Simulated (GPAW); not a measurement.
# CsGeBr3 (R3m): one start, several treatments of the self-energy

Aim: compare treatments of exchange, screening and correlation for the gap of CsGeBr3 (R3m).

Method: LDA and many-body steps on it, plane waves, in GPAW 26.7.0.

This is a report of a sequence of runs, with most program output left out.

### 1. Set-up

It takes space group R3m (No. 160, trigonal). Conventional cell: a = 7.939 Å, b = 7.939 Å, c = 10.005 Å, α = 90.00°, β = 90.00°, γ = 120.00°. Cs has 12 Br at 3.97 to 4.09 Å nearest. Nearest to Ge lie 6 Br at 2.55 to 3.14 Å. Nearest to Br lie 2 Ge at 2.55 to 3.14 Å and 4 Cs at 3.97 to 4.09 Å. Farther neighbours and most contacts between anions are not listed.

As a file:

```cif
data_structure
_symmetry_space_group_name_H-M 'R3m:H'
_symmetry_Int_Tables_number 160
_cell_length_a 7.9386
_cell_length_b 7.9386
_cell_length_c 10.0049
_cell_angle_alpha 90.000
_cell_angle_beta 90.000
_cell_angle_gamma 120.000
_cell_volume 546.04
loop_
_atom_site_label
_atom_site_type_symbol
_atom_site_symmetry_multiplicity
_atom_site_Wyckoff_symbol
_atom_site_fract_x
_atom_site_fract_y
_atom_site_fract_z
_atom_site_occupancy
Cs1 Cs 3 a 0.33333 0.66667 0.66797 1
Ge1 Ge 3 a 0.33333 0.66667 0.14375 1
Br1 Br 9 b 0.01546 0.50773 0.01320 1
```

The cell and positions are those that the Materials Project relaxed with its own functionals (PBE, PBE+U or r2SCAN), kept fixed. Spin-orbit coupling is left out unless a step names it.

### 2. Empty states on the mesh, 2×2×2 mesh, 622 bands

This step: GPAW 26.7.0; DFT, LDA, plane waves, PAW.

The sums over transitions need many empty states on a uniform mesh; this step solves for them.

Contents of run.py:

```python
import json
import numpy as np
from gpaw.mpi import world
from gpaw import GPAW

calc = GPAW('gs.gpw').fixed_density(kpts={'size': (2, 2, 2), 'gamma': True},
    parallel={'domain': 1, 'band': 1},
    txt='nscf.txt')
calc.diagonalize_full_hamiltonian(nbands=622)
calc.write('full.gpw', mode='all')
res = {}
kpts = calc.get_ibz_k_points()
res['kpts'] = kpts
res['eigenvalues'] = [calc.get_eigenvalues(kpt=k) for k in range(len(kpts))]
res['n_electrons'] = calc.get_number_of_electrons()

if world.rank == 0:
    with open('result.json', 'w') as f:
        json.dump(res, f, default=lambda x: x.tolist())
```

The run is started by

```console
$ mpirun -n 4 gpaw python run.py
```

Elapsed: 57 s, on 4 MPI ranks of Arm Neoverse V2, shared host; peak memory 4.6 GiB; 3.8 min of CPU time.

Numbers from this step:

```yaml
gap: 1.102 eV
k_of_the_valence_top: 0.5, 0.5, 0.5
k_of_the_conduction_bottom: 0.5, 0.5, 0.5
least_direct_gap: 1.102 eV
k_points_computed: 4
lowest_point_of_the_top_converged_band_above_the_valence_top: 122.3787 eV
```

On this mesh the gap is 1.102 eV.

### 3. G0W0, Godby-Needs plasmon pole

G0W0 replaces the xc potential by the self-energy, built once from these orbitals. Only a window of levels is corrected, while the sums run over the empty bands that the input names.

This step: G0W0 on LDA, plane waves, PAW.

Contents of run.py:

```python
import json
import numpy as np
from gpaw.mpi import world
from gpaw.response.g0w0 import G0W0

gw = G0W0('full.gpw',
    filename='gw',
    kpts=[0, 3],
    bands=(15, 19),
    ecut=78,
    nbands=284,
    integrate_gamma='WS',
    ppa=True)
gw.calculate()
res = {mode: {k: v for k, v in r.items() if k != 'sigma_eskwn'}
       for mode, r in gw.all_results.items()}

if world.rank == 0:
    with open('result.json', 'w') as f:
        json.dump(res, f, default=lambda x: x.tolist())
```

The run is started by

```console
$ mpirun -n 4 gpaw python run.py
```

Run time: 28 s. Hardware: 4 MPI ranks; peak memory 1.6 GiB; 1.8 min of CPU time.

Numbers from this step:

* G0W0 gap on the points computed: 2.156 eV
* least direct G0W0 gap on the computed points: 2.156 eV
* Z at the valence top: 0.7882
* Z at the conduction bottom: 0.8011
* starting gap on the mesh: 1.102 eV
* k of the valence top: 0.5, 0.5, 0.5
* k of the conduction bottom: 0.5, 0.5, 0.5

The gap on the mesh goes from 1.10 eV to 2.16 eV, a correction of +1.05 eV.

### 4. One-shot HSE06

This step: one-shot HSE06 levels on LDA orbitals, plane waves, PAW.

Contents of run.py:

```python
import json
import numpy as np
from gpaw.mpi import world
from gpaw.hybrids.eigenvalues import non_self_consistent_eigenvalues

dft, vxc, vxc_hyb = non_self_consistent_eigenvalues('full.gpw', 'HSE06', 15, 19, kpt_indices=[0, 3])
res = {'dft': dft[0], 'hybrid': (dft - vxc + vxc_hyb)[0]}
if world.rank == 0:
    with open('hybrid.txt', 'w') as f:
        for k, e0, e1 in zip([0, 3], res['dft'], res['hybrid']):
            print(k, ' '.join(f'{x:9.4f}' for x in e0), '|', ' '.join(f'{x:9.4f}' for x in e1), file=f)

if world.rank == 0:
    with open('result.json', 'w') as f:
        json.dump(res, f, default=lambda x: x.tolist())
```

The run is started by

```console
$ mpirun -n 4 gpaw python run.py
```

Wall time 2.8 s (4 MPI ranks); peak memory 0.82 GiB; 11 s of CPU time.

This step gave:

| Property | Result |
| --- | --- |
| starting gap on the mesh | 1.102 eV |
| hybrid gap on the mesh | 1.987 eV |
| least direct hybrid gap on the computed points | 1.987 eV |

### 5. G0W0, extrapolated in the cutoff

This step: G0W0 on LDA, plane waves, PAW.

Contents of run.py:

```python
import json
import numpy as np
from gpaw.mpi import world
from gpaw.response.g0w0 import G0W0

gw = G0W0('full.gpw',
    filename='gw',
    kpts=[0, 3],
    bands=(15, 19),
    ecut=130.0,
    integrate_gamma='WS',
    ppa=True,
    ecut_extrapolation=True)
gw.calculate()
res = {mode: {k: v for k, v in r.items() if k != 'sigma_eskwn'}
       for mode, r in gw.all_results.items()}

if world.rank == 0:
    with open('result.json', 'w') as f:
        json.dump(res, f, default=lambda x: x.tolist())
```

The run is started by

```console
$ mpirun -n 4 gpaw python run.py
```

Run time: 4.6 min. Hardware: 4 MPI ranks; peak memory 2.6 GiB; 19 min of CPU time.

This step gave:

```
quasiparticle gap on the points computed              : 2.339 eV
least direct quasiparticle gap on the computed points : 2.339 eV
Z at the valence top                                  : 0.7837
Z at the conduction bottom                            : 0.7993
starting gap on the mesh                              : 1.102 eV
k of the valence top                                  : 0.5, 0.5, 0.5
k of the conduction bottom                            : 0.5, 0.5, 0.5
gaps at the cutoffs of the extrapolation              : 2.222, 2.233, 2.245 eV
```

Against G0W0 in GPAW (2×2×2 mesh, 284 bands, screening to 78 eV, Godby-Needs plasmon pole), the gap moves by +0.183 eV.

### 6. One-shot Hartree-Fock

This step: one-shot Hartree-Fock levels on LDA orbitals, plane waves, PAW.

Contents of run.py:

```python
import json
import numpy as np
from gpaw.mpi import world
from gpaw.hybrids.eigenvalues import non_self_consistent_eigenvalues

dft, vxc, vxc_hyb = non_self_consistent_eigenvalues('full.gpw', 'EXX', 15, 19, kpt_indices=[0, 3])
res = {'dft': dft[0], 'hybrid': (dft - vxc + vxc_hyb)[0]}
if world.rank == 0:
    with open('hybrid.txt', 'w') as f:
        for k, e0, e1 in zip([0, 3], res['dft'], res['hybrid']):
            print(k, ' '.join(f'{x:9.4f}' for x in e0), '|', ' '.join(f'{x:9.4f}' for x in e1), file=f)

if world.rank == 0:
    with open('result.json', 'w') as f:
        json.dump(res, f, default=lambda x: x.tolist())
```

The run is started by

```console
$ mpirun -n 4 gpaw python run.py
```

The job ended after 2.5 s (4 MPI ranks; peak memory 0.83 GiB; 9.6 s of CPU time).

Numbers from this step:

```yaml
starting_gap_on_the_mesh: 1.102 eV
hybrid_gap_on_the_mesh: 7.284 eV
least_direct_hybrid_gap_on_the_computed_points: 7.284 eV
```

### 7. G0W0, full frequency, Hilbert transform

This step: G0W0 on LDA, plane waves, PAW.

Contents of run.py:

```python
import json
import numpy as np
from gpaw.mpi import world
from gpaw.response.g0w0 import G0W0

gw = G0W0('full.gpw',
    filename='gw',
    kpts=[0, 3],
    bands=(15, 19),
    ecut=78,
    nbands=284,
    integrate_gamma='WS',
    frequencies={'type': 'nonlinear', 'domega0': 0.1, 'omega2': 15.0},
    eta=0.1,
    nblocksmax=True)
gw.calculate()
res = {mode: {k: v for k, v in r.items() if k != 'sigma_eskwn'}
       for mode, r in gw.all_results.items()}

if world.rank == 0:
    with open('result.json', 'w') as f:
        json.dump(res, f, default=lambda x: x.tolist())
```

The run is started by

```console
$ mpirun -n 4 gpaw python run.py
```

The job ended after 2.1 min (4 MPI ranks; peak memory 2.8 GiB).

Numbers from this step:

- G0W0 gap on the points computed: 2.123 eV
- least direct G0W0 gap on the computed points: 2.123 eV
- starting gap on the mesh: 1.102 eV
- k of the valence top: 0.5, 0.5, 0.5
- k of the conduction bottom: 0.5, 0.5, 0.5

Against G0W0 in GPAW (2×2×2 mesh, 284 bands, screening to 78 eV, Godby-Needs plasmon pole), the gap moves by −0.033 eV.

### 8. Side by side

Times are wall times on 4 MPI ranks of Arm Neoverse V2, shared host, good to a factor of about two.

| run | mesh | bands | screening cutoff (eV) | DFT gap (eV) | gap on the mesh (eV) | direct (eV) | time |
| --- | --- | --- | --- | --- | --- | --- | --- |
| G0W0, Godby-Needs plasmon pole | 2×2×2 | 284 | 78 | 1.102 | 2.156 | 2.156 | 28 s |
| one-shot HSE06 | 2×2×2 | - | - | 1.102 | 1.987 | 1.987 | 2.8 s |
| G0W0, extrapolated in the cutoff | 2×2×2 | - | 130 | 1.102 | 2.339 | 2.339 | 4.6 min |
| one-shot Hartree-Fock | 2×2×2 | - | - | 1.102 | 7.284 | 7.284 | 2.5 s |
| G0W0, full frequency, Hilbert transform | 2×2×2 | 284 | 78 | 1.102 | 2.123 | 2.123 | 2.1 min |

### 9. Results

| Quantity | Value |
| --- | --- |
| G0W0, Godby-Needs plasmon pole | 2.156 eV |
| one-shot HSE06 | 1.987 eV |
| G0W0, extrapolated in the cutoff | 2.339 eV |
| one-shot Hartree-Fock | 7.284 eV |
| G0W0, full frequency, Hilbert transform | 2.123 eV |
| known limits | not at the basis limit; no spin-orbit coupling; coarse k mesh |

**Reading.** One-shot HSE06: −0.169 eV against G0W0, Godby-Needs plasmon pole. G0W0, extrapolated in the cutoff: +0.183 eV against G0W0, Godby-Needs plasmon pole, at other bands or cutoff, so not like for like. One-shot Hartree-Fock: +5.128 eV against G0W0, Godby-Needs plasmon pole. G0W0, full frequency, Hilbert transform: −0.033 eV against G0W0, Godby-Needs plasmon pole. Bare exchange alone opens the gap to 7.28 eV; against G0W0, correlation takes back 5.13 eV. One-shot hybrid levels are evaluated on the LDA orbitals. Bands and cutoff are finite, so the gap is not at the basis limit. The miss can reach some tenths of an eV and take either sign; the mesh is an error of its own. These stock PAW sets were not made for GW; the filled d or f shell of Br and Ge lies in the frozen core, which bears on start and correction. In the G0W0 runs levels were corrected at 2 k points alone, so a gap called «on the mesh» is the least over those, and an edge elsewhere would be missed. The program warns of a poor linear fit in the extrapolation of some level, so the extrapolated values are rough. The 2×2×2 mesh is coarse for this cell, which bears on the long-range parts of exchange and screening. The many-body steps are scalar-relativistic: spin-orbit coupling is not in them.

[Paths, hosts, dates, memory and timing lines, banners, echoed tables and standing remarks are left out of the program output.]

[Logs are printed without paths, hosts, clocks, repeated set-up lines and the standing remarks that a program may print on its own settings, such as how far it seeks lower states.]

[Runs of the session that timed out or met a known fault of the program may be left out.]

[Hosts, paths, dates, database ids (printed as entryN), source tags and the programs' standing remarks are cut or masked in the printed files.]
